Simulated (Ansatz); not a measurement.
## twin(11-21) boundary in hcp Ru: structure and resistance

How much does the twin(11-21) boundary in hcp Ru reflect electrons?

Method: Ansatz plane-wave DFT, PBE, PAW files; relaxation of a bicrystal slab with its lowest layers held; PAW set soft_1, in the first sound run; inputs show where later runs differ, in Ansatz 0.2.0.

### Step 1. The starting structure

The cell holds 30 atoms: 30 Ru. Its edges and angles: a = 4.687 Å, b = 5.065 Å, c = 30.351 Å, α = 90.0°, β = 90.0°, γ = 62.4°. It derives from Ru. built on the (1 1 1) plane; 2 overlapping atoms removed and the grains opened by 0 Å. Vacuum lies along c.

### Step 2. Relaxing the bicrystal

The boundary is built by mirroring the lower grain in the boundary plane and removing any atoms that overlap. A thin bicrystal slab is relaxed first, with the lowest layers held and the upper grain free to shift and open.

The input, input.yaml:

```yaml
crystal:
  lattice:
    - [4.6865830751, 0.0, 0.0]
    - [2.3432915376, 4.4905462942, 0.0]
    - [0.0, 0.0, 30.350593883]
  atoms:
    - { symbol: Ru, position: [0.1443624965, 0.7946083403, 0.1647414222] }
    - { symbol: Ru, position: [0.5837211773, 0.2492243119, 0.1859937179] }
    - { symbol: Ru, position: [0.6897465249, 0.7038402836, 0.2072460136] }
    - { symbol: Ru, position: [0.1291052056, 0.1584562552, 0.2284983093] }
    - { symbol: Ru, position: [0.2351305532, 0.6130722268, 0.249750605] }
    - { symbol: Ru, position: [0.674489234, 0.0676881985, 0.2710029007] }
    - { symbol: Ru, position: [0.7805145816, 0.5223041701, 0.2922551964] }
    - { symbol: Ru, position: [0.2198732624, 0.9769201418, 0.3135074921] }
    - { symbol: Ru, position: [0.32589861, 0.4315361134, 0.3347597878] }
    - { symbol: Ru, position: [0.7652572907, 0.8861520851, 0.3560120835] }
    - { symbol: Ru, position: [0.8712826383, 0.3407680567, 0.3772643792] }
    - { symbol: Ru, position: [0.3106413191, 0.7953840284, 0.398516675] }
    - { symbol: Ru, position: [0.4166666667, 0.25, 0.4197689707] }
    - { symbol: Ru, position: [0.8560253475, 0.7046159716, 0.4410212664] }
    - { symbol: Ru, position: [0.3106413191, 0.7953840284, 0.4835258578] }
    - { symbol: Ru, position: [0.8712826383, 0.3407680567, 0.5047781535] }
    - { symbol: Ru, position: [0.7652572907, 0.8861520851, 0.5260304492] }
    - { symbol: Ru, position: [0.32589861, 0.4315361134, 0.5472827449] }
    - { symbol: Ru, position: [0.2198732624, 0.9769201418, 0.5685350406] }
    - { symbol: Ru, position: [0.7805145816, 0.5223041701, 0.5897873363] }
    - { symbol: Ru, position: [0.674489234, 0.0676881985, 0.611039632] }
    - { symbol: Ru, position: [0.2351305532, 0.6130722268, 0.6322919277] }
    - { symbol: Ru, position: [0.1291052056, 0.1584562552, 0.6535442234] }
    - { symbol: Ru, position: [0.6897465249, 0.7038402836, 0.6747965192] }
    - { symbol: Ru, position: [0.5837211773, 0.2492243119, 0.6960488149] }
    - { symbol: Ru, position: [0.1443624965, 0.7946083403, 0.7173011106] }
    - { symbol: Ru, position: [0.0383371489, 0.3399923686, 0.7385534063] }
    - { symbol: Ru, position: [0.5989784681, 0.885376397, 0.759805702] }
    - { symbol: Ru, position: [0.4929531205, 0.4307604253, 0.7810579977] }
    - { symbol: Ru, position: [0.0535944398, 0.9761444537, 0.8023102934] }
kpoints:
  mp_grid: { grid: [6, 6, 1] }
hamiltonian:
  xc: pbe
  pseudopotentials: { kind: paw, azcp: { folder: soft_1 } }
scf:
  occupations: { method: fermi_dirac, width: 0.1 }
relax:
  f_tol: 0.03
  max_steps: 80
  constraints: [{ sites: [0, 1, 2, 3, 4, 5] }]
```

On the command line:

```sh
$ ansatz run input.yaml --threads 4 --pin off --max-ram 15360MiB --backend cpu --events-out ev --progress --plain --runs-dir out
```

Numbers of over 12 decimals in the logs are rounded to 6 here.

The log of the run:

```text
Engine: ansatz 0.2.0, aarch64-unknown-linux-gnu
Pseudopotentials: kind: paw
Pseudopotential: Ru, paw, valence charge 16, recommended cutoff 420 eV (normal), soft_1/Ru.paw.azcp
Functional definition: PBE
  parameter kappa = 0.804
  parameter beta = 0.066725
  exchange = pbe_x(kappa = kappa, mu = beta*pi^2/3)
  correlation = pbe_c(beta = beta)
Crystal: 30 atoms, lattice volume = 638.738 Å³
Basis set: ecut = 420 eV, 12485 PW (Γ), exchange–correlation on 64×72×432 points (8 copies of the dense FFT grid, shifted against one another)
Bands: 288, of which v1, the nominal top of the filled ones, is band 240 counted from 1 (239 counted from 0)
Symmetry: 1 space group operations
Space group: P1 (ITA 1), of the structure as read, at distance tolerance 8.6e-5 Å
k-points: 20 of 36 (time reversal used)
Non-local potential: Ru, projectors of the file, l = 0: 3, l = 1: 2, l = 2: 2, l = 3: 1
PAW form: soft (Blöchl's): semilocal exchange-correlation on the pseudo side does not see the compensation charge
PAW one-centre angular grid: Ru, 590 points (default); XC on 64 Gauss nodes
Initial density: superposition of atomic densities (neutral atoms: chi_scale 0, normalization atom)
Initial wavefunctions: pseudopotential atomic-orbital guess
Functional: x = pbe(κ = 0.804, μ = 0.219515), c = pbe(β = 0.066725)
SCF iter   1: F=—  HF=-176370.098411 eV  |F-HF|=—  |Δ(HF+E_count)|=         —  Δρ=9.54e-2  dr2=1.81e2  ethr=3.10e-3  ⟨swp⟩=7.3  Hψ=22482  notcnv=0  defer=10
preconditioner: auto → LDOS  [metal: Δε(μ)=0.002 eV  Ē_g=4.823 eV  σ=0.100 eV  W_gap=0.01  n_scr=178 (ndim 8)  ℏωp=22.8 eV  f_vac=0.296  D(μ)=28.66/eV (n_scr^D=244)  β→1.0]
SCF iter   2: F=—  HF=-176372.687892 eV  |F-HF|=—  |Δ(HF+E_count)|=    2.59e0  Δρ=1.01e-1  dr2=1.10e2  ethr=3.10e-3  ⟨swp⟩=4.0  Hψ=15853  notcnv=0  defer=17
SCF iter   3: F=—  HF=-176350.626617 eV  |F-HF|=—  |Δ(HF+E_count)|=    2.21e1  Δρ=6.58e-3  dr2=3.40e-1  ethr=3.10e-3  ⟨swp⟩=3.0  Hψ=12805  notcnv=0  defer=34
SCF iter   4: F=—  HF=-176350.513173 eV  |F-HF|=—  |Δ(HF+E_count)|=   1.13e-1  Δρ=2.74e-3  dr2=8.70e-2  ethr=7.09e-5  ⟨swp⟩=3.0  Hψ=12217  notcnv=0  defer=30
SCF iter   5: F=—  HF=-176350.499793 eV  |F-HF|=—  |Δ(HF+E_count)|=   1.34e-2  Δρ=1.14e-3  dr2=2.27e-2  ethr=1.81e-5  ⟨swp⟩=2.0  Hψ=8175  notcnv=0  defer=30
SCF iter   6: F=—  HF=-176350.500485 eV  |F-HF|=—  |Δ(HF+E_count)|=   6.92e-4  Δρ=4.67e-4  dr2=2.82e-3  ethr=4.74e-6  ⟨swp⟩=2.0  Hψ=8168  notcnv=0  defer=30
SCF iter   7: F=—  HF=-176350.501471 eV  |F-HF|=—  |Δ(HF+E_count)|=   9.86e-4  Δρ=1.63e-4  dr2=9.27e-4  ethr=5.88e-7  ⟨swp⟩=2.5  Hψ=9554  notcnv=0  defer=30
SCF iter   8: F=—  HF=-176350.501431 eV  |F-HF|=—  |Δ(HF+E_count)|=   3.98e-5  Δρ=7.23e-5  dr2=8.44e-5  ethr=1.93e-7  ⟨swp⟩=2.0  Hψ=8084  notcnv=0  defer=30
SCF iter   9: F=—  HF=-176350.501449 eV  |F-HF|=—  |Δ(HF+E_count)|=   1.79e-5  Δρ=3.69e-5  dr2=2.59e-5  ethr=4.69e-9  ⟨swp⟩=5.0  Hψ=19860  notcnv=0
SCF iter  10: F=-176350.501446 eV  HF=-176350.501448 eV  |F-HF|=1.13e-6  |Δ(HF+E_count)|=   1.41e-6  Δρ=1.21e-5  dr2=1.89e-6  ethr=4.69e-9  ⟨swp⟩=4.0  Hψ=15383  notcnv=0
SCF 1 converged in 10 iterations: F = -176350.501446 eV  dr2 = 1.89e-6
  greatest PAW one-centre occupation: 1.000 electrons in one spin orbital (limit 2), on the Ru atom at site 18 (counted from 0), in its partial waves of l = 0
relax step   1: F+E_penalty+E_count = -176350.50144648 eV  Δ(F+E_penalty+E_count) = +0.000e0 eV  max|allowed force component| = 1.485e0 eV/Å  Δτ_max = 0.0000 Å  (10 SCF iters, dr2 threshold 2.25e-5 eV, accepted)
Initial density: handed on by an earlier stage of this run
Initial wavefunctions: those handed on with the density
iter 1 solved again at ethr=8.89e-4 eV; its pass at ethr=3.10e-3 eV (dr2=4.27e0 eV) is discarded
SCF iter   1: F=—  HF=-176351.118207 eV  |F-HF|=—  |Δ(HF+E_count)|=         —  Δρ=1.42e-2  dr2=4.38e0  ethr=8.89e-4  ⟨swp⟩=1.0  Hψ=20128  notcnv=0  defer=15
preconditioner: auto → LDOS  [metal: Δε(μ)=0.003 eV  Ē_g=4.388 eV  σ=0.100 eV  W_gap=0.01  n_scr=178 (ndim 8)  ℏωp=22.8 eV  f_vac=0.301  D(μ)=32.72/eV (n_scr^D=310)  β→1.0]
SCF iter   2: F=—  HF=-176350.976094 eV  |F-HF|=—  |Δ(HF+E_count)|=   1.42e-1  Δρ=5.18e-3  dr2=2.49e-1  ethr=8.89e-4  ⟨swp⟩=2.0  Hψ=6354  notcnv=0  defer=15
SCF iter   3: F=—  HF=-176350.945541 eV  |F-HF|=—  |Δ(HF+E_count)|=   3.06e-2  Δρ=2.74e-3  dr2=6.89e-2  ethr=5.18e-5  ⟨swp⟩=3.0  Hψ=12586  notcnv=0  defer=15
SCF iter   4: F=—  HF=-176350.929996 eV  |F-HF|=—  |Δ(HF+E_count)|=   1.55e-2  Δρ=4.50e-4  dr2=1.72e-3  ethr=1.43e-5  ⟨swp⟩=2.2  Hψ=8839  notcnv=0  defer=29
SCF iter   5: F=—  HF=-176350.929676 eV  |F-HF|=—  |Δ(HF+E_count)|=   3.19e-4  Δρ=1.24e-4  dr2=1.34e-4  ethr=3.59e-7  ⟨swp⟩=3.0  Hψ=11171  notcnv=0  defer=29
SCF iter   6: F=-176350.929740 eV  HF=-176350.929737 eV  |F-HF|=2.77e-6  |Δ(HF+E_count)|=   6.07e-5  Δρ=5.50e-5  dr2=3.14e-5  ethr=2.08e-8  ⟨swp⟩=2.9  Hψ=22321  notcnv=0
SCF 2 converged in 6 iterations: F = -176350.929740 eV  dr2 = 3.14e-5
  greatest PAW one-centre occupation: 1.000 electrons in one spin orbital (limit 2), on the Ru atom at site 25 (counted from 0), in its partial waves of l = 0
relax step   2: F+E_penalty+E_count = -176350.92973991 eV  Δ(F+E_penalty+E_count) = -4.283e-1 eV  max|allowed force component| = 8.182e-1 eV/Å  Δτ_max = 0.1950 Å  (6 SCF iters, dr2 threshold 1.00e-4 eV, accepted)
SCF iter   1: F=—  HF=-176351.636120 eV  |F-HF|=—  |Δ(HF+E_count)|=         —  Δρ=2.08e-2  dr2=2.69e1  ethr=3.10e-3  ⟨swp⟩=5.8  Hψ=14631  notcnv=0  defer=3
preconditioner: auto → LDOS  [metal: Δε(μ)=0.006 eV  Ē_g=4.435 eV  σ=0.100 eV  W_gap=0.02  n_scr=178 (ndim 8)  ℏωp=22.8 eV  f_vac=0.306  D(μ)=32.50/eV (n_scr^D=310)  β→1.0]
SCF iter   2: F=—  HF=-176351.276173 eV  |F-HF|=—  |Δ(HF+E_count)|=   3.60e-1  Δρ=9.15e-3  dr2=8.51e-1  ethr=3.10e-3  ⟨swp⟩=2.0  Hψ=7349  notcnv=0  defer=32
SCF iter   3: F=—  HF=-176351.151217 eV  |F-HF|=—  |Δ(HF+E_count)|=   1.25e-1  Δρ=5.54e-3  dr2=4.10e-1  ethr=1.77e-4  ⟨swp⟩=3.0  Hψ=12908  notcnv=0  defer=32
SCF iter   4: F=—  HF=-176351.087810 eV  |F-HF|=—  |Δ(HF+E_count)|=   6.34e-2  Δρ=6.98e-4  dr2=4.73e-3  ethr=8.54e-5  ⟨swp⟩=2.2  Hψ=9784  notcnv=0  defer=32
SCF iter   5: F=—  HF=-176351.087348 eV  |F-HF|=—  |Δ(HF+E_count)|=   4.62e-4  Δρ=2.05e-4  dr2=8.33e-4  ethr=9.85e-7  ⟨swp⟩=2.9  Hψ=12240  notcnv=0  defer=32
SCF iter   6: F=—  HF=-176351.087472 eV  |F-HF|=—  |Δ(HF+E_count)|=   1.24e-4  Δρ=7.77e-5  dr2=6.13e-5  ethr=1.73e-7  ⟨swp⟩=2.0  Hψ=7509  notcnv=0  defer=32
SCF iter   7: F=-176351.087489 eV  HF=-176351.087497 eV  |F-HF|=8.38e-6  |Δ(HF+E_count)|=   2.49e-5  Δρ=2.48e-5  dr2=1.26e-5  ethr=8.72e-9  ⟨swp⟩=5.0  Hψ=19315  notcnv=0
SCF 3 converged in 7 iterations: F = -176351.087489 eV  dr2 = 1.26e-5
  greatest PAW one-centre occupation: 1.000 electrons in one spin orbital (limit 2), on the Ru atom at site 13 (counted from 0), in its partial waves of l = 0
relax step   3: F+E_penalty+E_count = -176351.08748870 eV  Δ(F+E_penalty+E_count) = -1.577e-1 eV  max|allowed force component| = 2.242e-1 eV/Å  Δτ_max = 0.1929 Å  (7 SCF iters, dr2 threshold 4.18e-5 eV, accepted)
[...]
relax step   4: F+E_penalty+E_count = -176351.12425810 eV  Δ(F+E_penalty+E_count) = -3.677e-2 eV  max|allowed force component| = 2.641e-1 eV/Å  Δτ_max = 0.2000 Å  (8 SCF iters, dr2 threshold 3.77e-6 eV, accepted)
[...]
relax step   5: F+E_penalty+E_count = -176351.15196999 eV  Δ(F+E_penalty+E_count) = -2.771e-2 eV  max|allowed force component| = 6.573e-2 eV/Å  Δτ_max = 0.0828 Å  (9 SCF iters, dr2 threshold 5.24e-6 eV, accepted)
[...]
relax step   6: F+E_penalty+E_count = -176351.16028140 eV  Δ(F+E_penalty+E_count) = -8.311e-3 eV  max|allowed force component| = 2.725e-2 eV/Å  Δτ_max = 0.0705 Å  (10 SCF iters, accepted)
SCF iter   1: F=—  HF=-176351.352695 eV  |F-HF|=—  |Δ(HF+E_count)|=         —  Δρ=1.14e-2  dr2=9.95e-1  ethr=2.50e-3  ⟨swp⟩=6.1  Hψ=14536  notcnv=0  defer=5
preconditioner: auto → LDOS  [metal: Δε(μ)=0.006 eV  Ē_g=4.436 eV  σ=0.100 eV  W_gap=0.01  n_scr=178 (ndim 8)  ℏωp=22.8 eV  f_vac=0.307  D(μ)=32.47/eV (n_scr^D=306)  β→1.0]
SCF iter   2: F=—  HF=-176351.247657 eV  |F-HF|=—  |Δ(HF+E_count)|=   1.05e-1  Δρ=6.47e-3  dr2=1.96e-1  ethr=2.07e-4  ⟨swp⟩=2.3  Hψ=11606  notcnv=0  defer=31
SCF iter   3: F=—  HF=-176351.166475 eV  |F-HF|=—  |Δ(HF+E_count)|=   8.12e-2  Δρ=1.22e-3  dr2=7.42e-3  ethr=4.09e-5  ⟨swp⟩=3.0  Hψ=13105  notcnv=0  defer=31
SCF iter   4: F=—  HF=-176351.163996 eV  |F-HF|=—  |Δ(HF+E_count)|=   2.48e-3  Δρ=2.54e-4  dr2=4.68e-4  ethr=1.55e-6  ⟨swp⟩=2.4  Hψ=10516  notcnv=0  defer=31
SCF iter   5: F=—  HF=-176351.163858 eV  |F-HF|=—  |Δ(HF+E_count)|=   1.38e-4  Δρ=8.06e-5  dr2=4.25e-5  ethr=9.76e-8  ⟨swp⟩=2.9  Hψ=11263  notcnv=0  defer=31
SCF iter   6: F=—  HF=-176351.164843 eV  |F-HF|=—  |Δ(HF+E_count)|=   9.85e-4  Δρ=3.20e-5  dr2=7.07e-6  ethr=8.86e-9  ⟨swp⟩=2.3  Hψ=9738  notcnv=0  defer=31
SCF iter   7: F=—  HF=-176351.164845 eV  |F-HF|=—  |Δ(HF+E_count)|=   1.91e-6  Δρ=1.07e-5  dr2=1.41e-6  ethr=1.47e-9  ⟨swp⟩=2.9  Hψ=10079  notcnv=0  defer=31
SCF iter   8: F=—  HF=-176351.164845 eV  |F-HF|=—  |Δ(HF+E_count)|=   1.95e-7  Δρ=4.37e-6  dr2=1.49e-7  ethr=2.95e-10  ⟨swp⟩=2.1  Hψ=8565  notcnv=0  defer=31
SCF iter   9: F=-176351.164845 eV  HF=-176351.164845 eV  |F-HF|=4.81e-8  |Δ(HF+E_count)|=   1.13e-7  Δρ=2.33e-6  dr2=7.55e-8  ethr=2.08e-11  ⟨swp⟩=5.1  Hψ=20329  notcnv=0
SCF 7 converged in 9 iterations: F = -176351.164845 eV  dr2 = 7.55e-8
  greatest PAW one-centre occupation: 1.000 electrons in one spin orbital (limit 2), on the Ru atom at site 14 (counted from 0), in its partial waves of l = 0
relax step   7: F+E_penalty+E_count = -176351.16484527 eV  Δ(F+E_penalty+E_count) = -4.564e-3 eV  max|allowed force component| = 2.857e-2 eV/Å  Δτ_max = 0.1158 Å  (9 SCF iters, accepted)
SCF converged after 9 iterations
Free energy (F): -176351.164845 eV
Harris-Foulkes:  -176351.164845 eV  (|F-HF|=4.81e-8)
Internal energy: -176350.095171 eV  (E = F + TS)
E sigma→0 (E₀):  -176350.630008 eV
Entropy (-TS):   -1.069674 eV (-35.656 meV/atom)
Fermi energy:    13.322567 eV
--- Per-component energies (eV) ---
  E_band       = -6427.440842
  E_kinetic    = 13776.548906
  E_local      = -626986.785317  (includes V_loc(G=0)·N_el)
  E_nonlocal   = 12399.776057
  E_hartree    = 304698.617169
  E_xc         = -5081.827035
  E_vxc        = -6424.442151  (∫ρ·V_xc dr)
  E_paw        = -105050.971557  (= ΣΔE_a)
  E_vpaw       = -8589.791787  (= ΣTr[D̂ρ^β])
  E_aug_tail   = 0.019113  (compensation charges beyond the density's cutoff)
  E_ewald      = 229894.527494
  E_smearing   = -1.069674  (= −TS)
  E_closure    = 0.000000  (closes the sum)
  Σ components = -176351.164845   (vs F -176351.164845, Δ=0.00e0)
--- Forces (eV/Å), atoms counted from 1 ---
  atom   1  Ru     0.19949547    -0.05501291     1.53205720
  atom   2  Ru    -0.16905807     0.04267687     0.39007086
  atom   3  Ru     0.12138269     0.19636149    -0.38699270
  atom   4  Ru     0.11146478    -0.19750610    -0.78549030
  atom   5  Ru    -0.32716746     0.01608610    -0.42367471
  atom   6  Ru     0.04852585    -0.00102411    -0.32917611
  atom   7  Ru     0.00832607    -0.00247488     0.00749810
  atom   8  Ru     0.01283001    -0.00108960     0.01601872
  atom   9  Ru    -0.01380117     0.00878223    -0.00676688
  atom  10  Ru    -0.00619884    -0.01160638    -0.00185571
  atom  11  Ru    -0.00309479     0.01790737    -0.01969252
  atom  12  Ru     0.00745005    -0.00643044     0.00504027
  atom  13  Ru     0.02179028    -0.00865317     0.00553931
  atom  14  Ru    -0.00116382     0.00063033     0.02856759
  atom  15  Ru    -0.02773403     0.00292388    -0.02453327
  atom  16  Ru     0.00441830    -0.01485258    -0.01015126
  atom  17  Ru     0.01884084     0.01305374    -0.01589592
  atom  18  Ru     0.00567064     0.00020947     0.00768564
  atom  19  Ru    -0.02515264    -0.00057428     0.00273627
  atom  20  Ru    -0.00350908     0.00249049     0.00385316
  atom  21  Ru    -0.01054181    -0.00953587    -0.00921756
  atom  22  Ru     0.00406532     0.00484615     0.00426535
  atom  23  Ru     0.00007225    -0.00426768    -0.00042046
  atom  24  Ru     0.01060277     0.00367791     0.00540600
  atom  25  Ru     0.00712479     0.00289108     0.00089398
  atom  26  Ru     0.00466373    -0.00108865     0.00428508
  atom  27  Ru     0.00001835     0.00423015     0.00165827
  atom  28  Ru    -0.00303450     0.00115028    -0.00116221
  atom  29  Ru     0.00575421    -0.00846030     0.00184492
  atom  30  Ru    -0.00202399     0.00455835    -0.00244271
  max |Σ_I F_I| component: 1.01e-4 eV/Å
--- Relaxed structure (7 steps of the walk, 7 accepted, 0 SCFs on fresh bases) ---
  F+E_penalty+E_count = -176351.16484527 eV   max|allowed force component| = 2.857e-2 eV/Å
  atoms:
    - { symbol: Ru, position: [0.144362, 0.7946083403, 0.164741] }
    - { symbol: Ru, position: [0.583721, 0.249224, 0.185994] }
    - { symbol: Ru, position: [0.689747, 0.703840, 0.207246] }
    - { symbol: Ru, position: [0.1291052056, 0.158456, 0.228498] }
    - { symbol: Ru, position: [0.235131, 0.6130722268, 0.249751] }
    - { symbol: Ru, position: [0.674489, 0.0676881985, 0.271003] }
    - { symbol: Ru, position: [0.781958, 0.520842, 0.293355] }
    - { symbol: Ru, position: [0.217267, 0.980105, 0.313166] }
    - { symbol: Ru, position: [0.328059, 0.429336, 0.336066] }
    - { symbol: Ru, position: [0.763932, 0.891462, 0.356635] }
    - { symbol: Ru, position: [0.873470, 0.338624, 0.378908] }
    - { symbol: Ru, position: [0.311471, 0.795733, 0.397401] }
    - { symbol: Ru, position: [0.418807, 0.257915, 0.424599] }
    - { symbol: Ru, position: [0.862738, 0.704001, 0.438687] }
    - { symbol: Ru, position: [0.363556, 0.703457, 0.478558] }
    - { symbol: Ru, position: [0.919135, 0.256311, 0.492628] }
    - { symbol: Ru, position: [0.812387, 0.793141, 0.519832] }
    - { symbol: Ru, position: [0.374331, 0.336319, 0.537985] }
    - { symbol: Ru, position: [0.264346, 0.889850, 0.560586] }
    - { symbol: Ru, position: [0.828351, 0.427610, 0.581316] }
    - { symbol: Ru, position: [0.719050, -0.022373, 0.603907] }
    - { symbol: Ru, position: [0.281967, 0.519400, 0.623655] }
    - { symbol: Ru, position: [0.173479, 0.066783, 0.646358] }
    - { symbol: Ru, position: [0.735266, 0.610160, 0.667131] }
    - { symbol: Ru, position: [0.627289, 0.157961, 0.689181] }
    - { symbol: Ru, position: [0.185729, 0.703527, 0.709730] }
    - { symbol: Ru, position: [0.085369, 0.247538, 0.732879] }
    - { symbol: Ru, position: [0.646069, 0.797602, 0.753698] }
    - { symbol: Ru, position: [0.534545, 0.343499, 0.772273] }
    - { symbol: Ru, position: [0.100733, 0.882125, 0.790563] }
```

Run time: 20 min. Hardware: 4 threads of Arm Neoverse V1, shared host; peak memory 4.6 GiB.

Relaxation path:

```
step  energy less that of the first step (eV)  largest force component (eV/Å)
   1                                   0.0000                          1.4850
   2                                  -0.4283                          0.8182
   3                                  -0.5860                          0.2242
   4                                  -0.6228                          0.2641
   5                                  -0.6505                          0.0657
   6                                  -0.6588                          0.0272
   7                                  -0.6634                          0.0286
```

The atoms that moved most (Å):

```
atom      dx      dy      dz  length
Ru30   0.001  -0.422  -0.357   0.553
Ru16   0.026  -0.379  -0.369   0.530
Ru18   0.004  -0.428  -0.282   0.512
Ru20   0.002  -0.425  -0.257   0.497
Ru22   0.000  -0.421  -0.262   0.496
Ru24  -0.006  -0.421  -0.233   0.481
Ru29  -0.010  -0.392  -0.267   0.474
Ru26  -0.020  -0.409  -0.230   0.470
```

This step gave:

```yaml
free_energy: -176351.1648 eV
energy_at_zero_smearing: -176350.6300 eV
fermi_energy: 13.32 eV
```

The largest force component on a free atom ends at 0.029 eV/Å, under the tolerance of 0.03, after 7 steps.

[end of part 1 of 2]

[Logs are printed without paths, hosts, clocks, repeated set-up lines and the standing remarks that a program may print on its own settings, such as how far it seeks lower states.]

[Hosts, paths, dates, database ids (printed as entryN), source tags and the programs' standing remarks are cut or masked in the printed files.]
